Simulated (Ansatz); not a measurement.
**BePd3C (built on the sites of a database entry of CaPd3C): following an unstable mode**

Aim: this structure of BePd3C (built on the sites of a database entry of CaPd3C) is to be tested for unstable modes, and one is followed downhill.

Calculated with Ansatz 0.2.0; DFT PBEsol, scalar-relativistic, plane waves, PAW.

The structure was built from a prototype and need not be the compound's stable phase.

### Step 1. The structure

The structure is cubic, space group Pm-3m (No. 221). The conventional cell has a = 4.016 Å, b = 4.016 Å, c = 4.016 Å, α = 90.00°, β = 90.00°, γ = 90.00°. Nearest to Be lie 12 Pd at 2.84 Å. Nearest to Pd lie 2 C at 2.01 Å and 4 Be at 2.84 Å and 8 Pd at 2.84 Å. Nearest to C lie 6 Pd at 2.01 Å. Farther neighbours are not listed.

As a file:

```cif
data_structure
_symmetry_space_group_name_H-M 'P 1'
_symmetry_Int_Tables_number 1
_cell_length_a 4.0157
_cell_length_b 4.0157
_cell_length_c 4.0157
_cell_angle_alpha 90.000
_cell_angle_beta 90.000
_cell_angle_gamma 90.000
_cell_volume 64.76
loop_
_atom_site_label
_atom_site_type_symbol
_atom_site_fract_x
_atom_site_fract_y
_atom_site_fract_z
_atom_site_occupancy
Be1 Be 0.00000 0.00000 0.00000 1
Pd2 Pd 0.00000 0.50000 0.50000 1
Pd3 Pd 0.50000 0.50000 0.00000 1
Pd4 Pd 0.50000 0.00000 0.50000 1
C5 C 0.50000 0.50000 0.50000 1
```

### Step 2. Response at finite wavevector

The cell comes from relaxations at this level that are not shown. Stability and thermal properties need the whole zone. Linear response on a 4×4×4 q mesh gives force constants as far as a supercell of that size would.

Input file input.yaml:

```yaml
crystal:
  lattice:
    - [4.0156977755, 0.0, 0.0]
    - [0.0, 4.0156977755, 0.0]
    - [0.0, 0.0, 4.0156977755]
  atoms:
    - { symbol: Be, position: [0.0, 0.0, 0.0] }
    - { symbol: Pd, position: [0.0, 0.5, 0.5] }
    - { symbol: Pd, position: [0.5, 0.5, 0.0] }
    - { symbol: Pd, position: [0.5, 0.0, 0.5] }
    - { symbol: C, position: [0.5, 0.5, 0.5] }
kpoints:
  mp_grid: { grid: [12, 12, 12] }
hamiltonian:
  xc: pbesol
scf:
  occupations: { method: methfessel_paxton, width: 0.2 }
output:
  eigenvalues: true
phonons:
  method: dfpt
  qmesh: [4, 4, 4]
  temperatures: { t_max: 1000, t_step: 50 }
  qpath:
    path:
      - [[0.0, 0.0, 0.0], [0.0, 0.5, 0.0], [0.5, 0.5, 0.0], [0.0, 0.0, 0.0], [0.5, 0.5, 0.5], [0.0, 0.5, 0.0]]
      - [[0.5, 0.5, 0.5], [0.5, 0.5, 0.0]]
    npoints: 10
```

Launch:

```
ansatz run input.yaml --threads 4 --pin off --max-ram 14336MiB --backend cpu --events-out ev --progress --plain --runs-dir out
```

Numbers of over 12 decimals in the logs are rounded to 6 here.

What it wrote:

```text
Engine: ansatz 0.2.0, aarch64-unknown-linux-gnu
Pseudopotentials: kind: paw
Pseudopotential: Be, paw, valence charge 2, recommended cutoff 420 eV (normal), Be.paw.azcp
Pseudopotential: Pd, paw, valence charge 18, recommended cutoff 420 eV (normal), Pd.paw.azcp
Pseudopotential: C, paw, valence charge 4, recommended cutoff 420 eV (normal), C.paw.azcp
Functional definition: PBEsol
  exchange = pbesol_x
  correlation = pbesol_c
Crystal: 5 atoms, lattice volume = 64.756 Å³
Basis set: ecut = 420 eV, 1309 PW (Γ), exchange–correlation on 54×54×54 points (8 copies of the dense FFT grid, shifted against one another)
Bands: 36, of which v1, the nominal top of the filled ones, is band 30 counted from 1 (29 counted from 0)
Symmetry: 48 space group operations
k-points: 84 of 1728
Non-local potential: Be, projectors of the file, l = 0: 2, l = 1: 2, l = 2: 1
Non-local potential: Pd, projectors of the file, l = 0: 2, l = 1: 2, l = 2: 2, l = 3: 1
Non-local potential: C, projectors of the file, l = 0: 2, l = 1: 2, l = 2: 1
PAW form: soft (Blöchl's): semilocal exchange-correlation on the pseudo side does not see the compensation charge
PAW frozen core: Be, regenerated for the run's functional, and the local potential with it (the file was generated under x = pbe(κ = 0.804, μ = 0.219515), c = pbe(β = 0.066725))
PAW frozen core: Pd, regenerated for the run's functional, and the local potential with it (the file was generated under x = pbe(κ = 0.804, μ = 0.219515), c = pbe(β = 0.066725))
PAW frozen core: C, regenerated for the run's functional, and the local potential with it (the file was generated under x = pbe(κ = 0.804, μ = 0.219515), c = pbe(β = 0.066725))
PAW one-centre angular grid: Be, 110 points (default); XC on 64 Gauss nodes
PAW one-centre angular grid: Pd, 590 points (default); XC on 64 Gauss nodes
PAW one-centre angular grid: C, 110 points (default); XC on 64 Gauss nodes
Initial density: superposition of atomic densities (neutral atoms: chi_scale 0, normalization atom), corrected by the library's trained network
Initial wavefunctions: pseudopotential atomic-orbital guess
Functional: x = pbesol(κ = 0.804, μ = 0.123457), c = pbesol(β = 0.046)
SCF iter   1: F=—  HF=-21055.866252 eV  |F-HF|=—  |Δ(HF+E_count)|=         —  Δρ=7.82e-3  dr2=3.25e-2  ethr=1.77e-3  ⟨swp⟩=5.2  Hψ=11975  notcnv=0
preconditioner: auto → Kerker (q_TF=auto, 2.694 Å⁻¹)  [metal: Δε(μ)=0.014 eV  Ē_g=7.827 eV  σ=0.200 eV  W_gap=0.06  n_scr=18 (ndim 8)  ℏωp=27.7 eV  f_vac=0.000  D(μ)=4.14/eV (n_scr^D=32)]
SCF iter   2: F=—  HF=-21055.858527 eV  |F-HF|=—  |Δ(HF+E_count)|=   7.73e-3  S|Δr|=    0.00e0  Δρ=3.70e-3  dr2=7.50e-3  ethr=5.42e-5  ⟨swp⟩=2.0  Hψ=5222  notcnv=0
SCF iter   3: F=—  HF=-21055.856439 eV  |F-HF|=—  |Δ(HF+E_count)|=   2.09e-3  S|Δr|=    0.00e0  Δρ=6.81e-4  dr2=3.38e-4  ethr=1.25e-5  ⟨swp⟩=2.0  Hψ=4352  notcnv=0
SCF iter   4: F=—  HF=-21055.856382 eV  |F-HF|=—  |Δ(HF+E_count)|=   5.72e-5  S|Δr|=    0.00e0  Δρ=2.07e-4  dr2=4.55e-5  ethr=5.63e-7  ⟨swp⟩=2.0  Hψ=4103  notcnv=0
SCF iter   5: F=—  HF=-21055.856371 eV  |F-HF|=—  |Δ(HF+E_count)|=   1.12e-5  S|Δr|=    0.00e0  Δρ=4.08e-5  dr2=1.89e-6  ethr=7.59e-8  ⟨swp⟩=2.0  Hψ=3883  notcnv=0
SCF iter   6: F=—  HF=-21055.856371 eV  |F-HF|=—  |Δ(HF+E_count)|=   5.35e-7  S|Δr|=    0.00e0  Δρ=7.91e-6  dr2=2.63e-8  ethr=3.14e-9  ⟨swp⟩=2.0  Hψ=4016  notcnv=0
SCF iter   7: F=—  HF=-21055.856371 eV  |F-HF|=—  |Δ(HF+E_count)|=   1.83e-9  S|Δr|=    0.00e0  Δρ=1.28e-6  dr2=7.65e-10  ethr=4.39e-11  ⟨swp⟩=2.0  Hψ=3788  notcnv=0
SCF iter   8: F=—  HF=-21055.856371 eV  |F-HF|=—  |Δ(HF+E_count)|=  3.64e-11  S|Δr|=    0.00e0  Δρ=2.79e-7  dr2=8.76e-11  ethr=1.28e-12  ⟨swp⟩=2.1  Hψ=4418  notcnv=0
SCF iter   9: F=-21055.856371 eV  HF=-21055.856371 eV  |F-HF|=0.00e0  |Δ(HF+E_count)|=  1.09e-11  S|Δr|=    0.00e0  Δρ=6.31e-8  dr2=4.12e-12  ethr=1.00e-12  ⟨swp⟩=7.7  Hψ=14064  notcnv=0
SCF 1 converged in 9 iterations: F = -21055.856371 eV  dr2 = 4.12e-12
  greatest PAW one-centre occupation: 0.999 electrons in one spin orbital (limit 2), on the Pd atom at site 3 (counted from 0), in its partial waves of l = 0
Initial density: read from a saved state, or passed on in memory by an earlier SCF of this step, an earlier step, the calling program or the single point that the run made first
iter 1 solved again at ethr=2.50e-7 eV; its pass at ethr=3.10e-3 eV (dr2=1.50e-4 eV) is discarded
SCF iter   1: F=—  HF=-21055.856371 eV  |F-HF|=—  |Δ(HF+E_count)|=         —  Δρ=7.35e-7  dr2=3.33e-10  ethr=2.50e-7  ⟨swp⟩=2.9  Hψ=18858  notcnv=0
eigensolver tolerance schedule: the retry pair's looser diagonalisation over-reported the residual by 451979.07 of it (diagonalisation noise at an unbounded share of the residual, at the tolerance the schedule requests for it); recorded, not acted on — ethr = c·dr2/N_el stays at c = 1.0e-1
preconditioner: auto → Kerker (q_TF=auto, 2.694 Å⁻¹)  [metal: Δε(μ)=0.021 eV  Ē_g=7.837 eV  σ=0.200 eV  W_gap=0.09  n_scr=18 (ndim 8)  ℏωp=27.7 eV  f_vac=0.000  D(μ)=4.15/eV (n_scr^D=32)]
SCF iter   2: F=—  HF=-21055.856371 eV  |F-HF|=—  |Δ(HF+E_count)|=   7.47e-7  S|Δr|=    0.00e0  Δρ=3.56e-7  dr2=6.89e-11  ethr=1.00e-12  ⟨swp⟩=3.5  Hψ=7553  notcnv=0
SCF iter   3: F=—  HF=-21055.856371 eV  |F-HF|=—  |Δ(HF+E_count)|=  1.46e-11  S|Δr|=    0.00e0  Δρ=2.37e-7  dr2=3.10e-11  ethr=1.00e-12  ⟨swp⟩=1.0  Hψ=3024  notcnv=0
SCF iter   4: F=-21055.856371 eV  HF=-21055.856371 eV  |F-HF|=0.00e0  |Δ(HF+E_count)|=  7.28e-12  S|Δr|=    0.00e0  Δρ=5.80e-8  dr2=2.05e-12  ethr=1.00e-12  ⟨swp⟩=2.0  Hψ=6663  notcnv=0
SCF 2 converged in 4 iterations: F = -21055.856371 eV  dr2 = 2.05e-12
phonons: the bands overlap, so this run is a metal and interpolates without the dipole-dipole term. If the crystal is really an insulator or semiconductor, its LO-TO splitting is missing
NSCF: frozen V_eff on 84 k-points
WARN: eigensolver did not converge (k=81): 1 band(s) unlocked after 20 sweeps at ethr=1.39e-12 eV (storage-precision floor; scheduled 1.00e-12 eV) (lowest unlocked band 35, counted from 0; max residual 2.32e-6 eV among the unlocked bands, 2.32e-6 eV over every band; other slots of this pass that fall short are told together in one closing line; warning suppressed until the next SCF loop or pass starts)
NSCF: frozen V_eff on 343 k-points
DFPT response loops at q = (0, 0, 0) (fractional): preconditioner auto → Kerker (q_TF=auto, 2.694 Å⁻¹) (partly filled bands, converged f_vac=0.000); β = 1.00, the filter's whole step (`scf.mixing.beta` (0.50) is not read by the response loops under this deck's `scf.mixing.preconditioner`; to damp them name `kerker` or `kerker_dos`, under which they read `scf.mixing.beta`, and type it under 1.00, their step now; both keys bind the ground state too); Broyden in place of MSR1
NSCF: frozen V_eff on 1176 k-points
DFPT response loops at q = (0, 0, 0.25) (fractional): mixed as the last ones told, above
NSCF: frozen V_eff on 686 k-points
DFPT response loops at q = (0, 0, -0.5) (fractional): mixed as the last ones told, above
NSCF: frozen V_eff on 2016 k-points
DFPT response loops at q = (0, 0.25, 0.25) (fractional): mixed as the last ones told, above
NSCF: frozen V_eff on 1176 k-points
DFPT response loops at q = (0, 0.25, -0.5) (fractional): mixed as the last ones told, above
NSCF: frozen V_eff on 686 k-points
DFPT response loops at q = (0, -0.5, -0.5) (fractional): mixed as the last ones told, above
NSCF: frozen V_eff on 3456 k-points
DFPT response loops at q = (0.25, 0.25, 0.25) (fractional): mixed as the last ones told, above
NSCF: frozen V_eff on 2016 k-points
DFPT response loops at q = (0.25, 0.25, -0.5) (fractional): mixed as the last ones told, above
NSCF: frozen V_eff on 1176 k-points
DFPT response loops at q = (0.25, -0.5, -0.5) (fractional): mixed as the last ones told, above
NSCF: frozen V_eff on 686 k-points
DFPT response loops at q = (-0.5, -0.5, -0.5) (fractional): mixed as the last ones told, above
SCF converged after 9 iterations
Stability not checked: this state was not tested for a lower state beside it, because cold or Methfessel-Paxton smearing, or corrected tetrahedra, fill the levels in a way that the test cannot read (fill_not_monotonic; see scf.lower_state_search)
Free energy (F): -21055.856371 eV
Harris-Foulkes:  -21055.856371 eV  (|F-HF|=0.00e0)
Internal energy: -21055.848899 eV  (E = F + TS)
E sigma→0 (E₀):  -21055.854503 eV
Entropy (-TS):   -0.007471 eV (-1.494 meV/atom)
Fermi energy:    15.938268 eV
--- Per-component energies (eV) ---
  E_band       = -619.519794
  E_kinetic    = 1644.403384
  E_local      = -7184.193390  (includes V_loc(G=0)·N_el)
  E_nonlocal   = 687.912713
  E_hartree    = 2969.955391
  E_xc         = -569.314145
  E_vxc        = -712.433678  (∫ρ·V_xc dr)
  E_paw        = -11205.958963  (= ΣΔE_a)
  E_vpaw       = -995.120213  (= ΣTr[D̂ρ^β])
  E_aug_tail   = 0.000537  (compensation charges beyond the density's cutoff)
  E_ewald      = -7399.592630
  E_core_change = 0.938204  (= ΣΔE_core)
  E_smearing   = -0.007471  (= −TS)
  E_closure    = 0.000000  (closes the sum)
  Σ components = -21055.856371   (vs F -21055.856371, Δ=0.00e0)
--- Band table (eV; the first three rows and the last of 84) ---
  k-point 0: bands = [... 26 lower, 13.4153, 14.8210, 14.8210, 14.8210, 14.9244, 18.3445, 18.3445, 18.3445, ... 2 higher]
  k-point 1: bands = [... 26 lower, 13.6564, 14.8211, 14.8805, 14.9170, 14.9170, 18.2711, 18.4371, 18.4371, ... 2 higher]
  k-point 2: bands = [... 26 lower, 13.8977, 14.7519, 14.8214, 15.1681, 15.1681, 18.2479, 18.6997, 18.6997, ... 2 higher]
  k-point 83: bands = [... 26 lower, 14.6766, 14.6766, 14.7172, 14.7172, 14.7172, 18.1944, 18.1944, 18.1944, ... 2 higher]
--- Phonons (Γ-DFPT): 4 representative perturbations + reference (Σ response iterations 13) ---
  ASR residual: 1.725e-4 → 0.000e0 eV/Å²; symmetrization residual: 4.696e-6 eV/Å²
  ASR residual per site (eV/Å²): 1.73e-4 3.66e-5 3.66e-5 3.66e-5 6.25e-8
  Γ frequencies (cm⁻¹): -107.58 -107.58 -107.58 0.00 0.00 0.00 75.35 75.35 75.35 143.54 143.54 143.54 492.34 492.34 492.34
--- Phonons (arbitrary-q DFPT): 10 irreducible q on the 4×4×4 mesh ---
  q = [0.0000, 0.0000, 0.0000] (star 1, of the zone-centre solve; hermiticity 4.52e-7, symmetrization 5.59e-13): -107.58 -107.58 -107.58 -0.00 -0.00 -0.00 75.35 75.35 75.35 143.54 143.54 143.54 492.34 492.34 492.34
  q = [0.0000, 0.0000, 0.2500] (star 6, 9 solved perturbations in 4536 linear systems a pass and spin channel, the states on 588 of 1728 k-point pairs; hermiticity 4.52e-7, symmetrization 4.88e-13): -103.84 -103.84 -69.06 -66.02 33.15 33.15 52.37 52.37 96.26 142.61 142.61 208.44 486.02 486.02 601.74
  q = [0.0000, 0.0000, -0.5000] (star 3, 9 solved perturbations in 2646 linear systems a pass and spin channel, the states on 343 of 1728 k-point pairs; hermiticity 3.76e-7, symmetrization 1.72e-11): -127.93 -127.93 -95.93 23.87 43.25 43.25 73.87 73.87 146.02 146.02 158.00 238.49 495.56 495.56 691.99
  q = [0.0000, 0.2500, 0.2500] (star 12, 9 solved perturbations in 7686 linear systems a pass and spin channel, the states on 1008 of 1728 k-point pairs; hermiticity 4.03e-7, symmetrization 2.66e-13): -94.96 -91.98 -88.35 -85.60 -45.59 25.82 64.03 71.40 107.76 143.68 189.21 228.50 491.63 597.16 621.52
  q = [0.0000, 0.2500, -0.5000] (star 12, 15 solved perturbations on 588 of 1728 k-point pairs; hermiticity 3.59e-7, symmetrization 1.69e-11): -120.39 -111.68 -106.42 -57.61 -48.84 -47.54 93.14 94.00 124.83 139.13 192.35 256.49 487.18 619.85 700.25
  q = [0.0000, -0.5000, -0.5000] (star 3, 9 solved perturbations in 2646 linear systems a pass and spin channel, the states on 343 of 1728 k-point pairs; hermiticity 3.42e-7, symmetrization 1.76e-11): -102.14 -94.30 -94.30 -90.21 -90.21 -81.23 110.00 120.37 120.37 148.06 198.39 279.87 482.90 707.38 707.38
  q = [0.2500, 0.2500, 0.2500] (star 8, 4 solved perturbations in 4536 linear systems a pass and spin channel, the states on 1728 of 1728 k-point pairs; hermiticity 1.32e-7, symmetrization 5.70e-13): -111.13 -111.13 -88.64 -60.27 -60.27 31.40 90.12 90.12 118.60 186.74 186.74 249.82 600.46 623.14 623.14
  q = [0.2500, 0.2500, -0.5000] (star 12, 9 solved perturbations in 7686 linear systems a pass and spin channel, the states on 1008 of 1728 k-point pairs; hermiticity 2.24e-7, symmetrization 1.67e-11): -124.50 -110.54 -91.85 -77.06 -69.27 -45.63 104.25 111.37 124.76 183.20 192.58 275.11 611.70 625.22 703.47
  q = [0.2500, -0.5000, -0.5000] (star 6, 9 solved perturbations in 4536 linear systems a pass and spin channel, the states on 588 of 1728 k-point pairs; hermiticity 2.24e-7, symmetrization 1.75e-11): -105.05 -105.05 -98.12 -95.29 -95.29 -74.53 123.12 127.99 127.99 187.17 196.84 297.62 619.95 708.50 708.50
  q = [-0.5000, -0.5000, -0.5000] (star 1, 4 solved perturbations in 931 linear systems a pass and spin channel, the states on 343 of 1728 k-point pairs; hermiticity 2.61e-8, symmetrization 1.69e-11): -107.09 -107.09 -107.09 -102.80 -102.80 -102.80 132.82 132.82 132.82 196.72 196.72 317.97 709.68 709.68 709.68
  sum rule: each row above includes the acoustic sum rule's correction from the zone centre's row sums; it moved no ω² by more than (2.28 cm⁻¹)²
  mesh force constants: q→R imaginary residual 2.69e-19; ASR residual 1.725e-4 → 0.000e0 eV/Å²; symmetrization residual 3.197e-14 eV/Å²
  interpolated dispersion: 62 rows × 15 modes
  density of states and harmonic sums: on the 16×16×16 q-mesh, interpolated from the force constants of a 4×4×4 supercell (no non-analytic term)
  largest difference from the sums on the solved wave vectors: F 3.91e-2 eV, S 4.80e-5 and C_V 8.83e-6 eV/K
  zero-point energy: 0.169626 eV/cell   skipped modes (ω ≤ 0): 856, of them read as no rigid motion or as one in doubt: 853 (5.256e0 modes/cell left out, lowest -131.57 cm⁻¹)   left out of the sums: 3.50e-1 of the cell's modes: C_V's classical limit lies that fraction below 3 k_B per atom; for a crystal, a wire or a layer, F and S can be off by more, and a phonons.interpolated_qmesh denser along its periods is the remedy for the sampling
```

Run time: 61 min. Hardware: 4 threads of Arm Neoverse V1, shared host; peak memory 7.7 GiB.

The column dr2 measures how far the density is from self-consistency, as an energy; F and HF (Harris–Foulkes) agree once it is small.

This step gave:

```yaml
volume_per_atom: 12.95 Å³
gap_on_the_k_mesh: 0 eV
sum_rule_residual_before_enforcement: 1.73e-4 eV/Å²
lowest_frequency_on_the_path: -131.8 cm⁻¹
point_group: m-3m
highest_frequency_on_the_path_or_at_a_solved_wavevector: 709.7 cm⁻¹
highest_optical_mode_at_the_zone_centre_no_lo_to_term: 492.3 cm⁻¹
lowest_optical_zone_centre_mode: -107.6 cm⁻¹
lowest_mode_on_the_q_mesh_acoustic_modes_at_gamma_apart: -127.9 cm⁻¹
```

Frequencies (cm⁻¹) solved at each irreducible wavevector; negative means imaginary. Frequencies by wavevector, by row:

```
q in reciprocal lattice units  star  mode 1  mode 2  mode 3  mode 4  mode 13  mode 14  mode 15
                        0 0 0     1  -107.6  -107.6  -107.6       0    492.3    492.3    492.3
                     0 0 0.25     6  -103.8  -103.8   -69.1     -66      486      486    601.7
                     0 0 -0.5     3  -127.9  -127.9   -95.9    23.9    495.6    495.6      692
                  0 0.25 0.25    12     -95     -92   -88.3   -85.6    491.6    597.2    621.5
                  0 0.25 -0.5    12  -120.4  -111.7  -106.4   -57.6    487.2    619.9    700.2
                  0 -0.5 -0.5     3  -102.1   -94.3   -94.3   -90.2    482.9    707.4    707.4
               0.25 0.25 0.25     8  -111.1  -111.1   -88.6   -60.3    600.5    623.1    623.1
               0.25 0.25 -0.5    12  -124.5  -110.5   -91.8   -77.1    611.7    625.2    703.5
               0.25 -0.5 -0.5     6    -105    -105   -98.1   -95.3      620    708.5    708.5
               -0.5 -0.5 -0.5     1  -107.1  -107.1  -107.1  -102.8    709.7    709.7    709.7
```

Interpolated from a 4×4×4 q mesh. Phonon branches along the path, in cm⁻¹:

```
    point  branch 1  branch 2  branch 3  branch 4  branch 12  branch 13  branch 14  branch 15
        Γ      -108      -108      -108         0        144        492        492        492
  halfway      -104      -104       -69       -66        208        486        486        602
        X      -128      -128       -96        24        238        496        496        692
  halfway      -120      -112      -106       -58        256        487        620        700
        M      -102       -94       -94       -90        280        483        707        707
  halfway       -95       -92       -88       -86        228        492        597        622
        Γ      -108      -108      -108         0        144        492        492        492
  halfway      -111      -111       -89       -60        250        600        623        623
        R      -107      -107      -107      -103        318        710        710        710
  halfway      -124      -110       -92       -77        275        612        625        704
        X      -128      -128       -96        24        238        496        496        692
jump to R      -107      -107      -107      -103        318        710        710        710
  halfway      -105      -105       -98       -95        298        620        708        708
        M      -102       -94       -94       -90        280        483        707        707
```

Symmetry leaves 10 wavevectors to solve. The lowest mode among them, the acoustic zeros apart, lies at q = (0, 0, -0.5) and is imaginary, 127.9i cm⁻¹, so the energy falls along it. Between them the interpolated path dips to 132i cm⁻¹.

[end of part 1 of 2]

[Logs are printed without paths, hosts, clocks, repeated set-up lines and the standing remarks that a program may print on its own settings, such as how far it seeks lower states.]

[Hosts, paths, dates, database ids (printed as entryN), source tags and the programs' standing remarks are cut or masked in the printed files.]
